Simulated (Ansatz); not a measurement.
Consider CuI (Marshite).

The database entry behind the starting cell differs from later determinations by our own check (about 0.15 % long (mineral sample)), so it need not match the best structure at ambient conditions.

```yaml
crystal:
  lattice:
    - [-3.03150, -3.03150, 0.00000]
    - [-3.03150, 0.00000, -3.03150]
    - [0.00000, -3.03150, -3.03150]
  atoms:
    - { symbol: Cu, position: [0.25000, 0.25000, 0.25000] }
    - { symbol: I, position: [0.00000, 0.00000, 0.00000] }
```

The cell and positions come from the Crystallography Open Database and are kept as given unless a step says otherwise. Spin-orbit coupling is left out unless a run names it. PAW set soft_2, made with PBE.

A constrained-RPA run (Ansatz 0.2.0; non-magnetic LDA; Cu d, bands v5 to v1, 6×6×6 mesh, medium accuracy) builds 5 functions on bands 2.0 eV wide, with 10.0 electrons in the window. The bare on-site interaction is 21.7 eV and the bare J 0.72 eV.

Q: What U and J survive the screening?

On the Cu d shell, U = 4.85 eV (22 % of the bare value), U′ = 3.71 eV, J = 0.58 eV.

The parent state is non-magnetic and the interaction static (zero frequency); U depends on the window and the orbitals, so it belongs to this model alone.

[Paths, hosts, dates, memory and timing lines, banners, echoed tables and standing remarks are left out of the program output.]

[Logs are printed without paths, hosts, clocks, repeated set-up lines and the standing remarks that a program may print on its own settings, such as how far it seeks lower states.]

[Runs of the session that timed out or met a known fault of the program may be left out.]

[Hosts, paths, dates, database ids (printed as entryN), source tags and the programs' standing remarks are cut or masked in the printed files.]
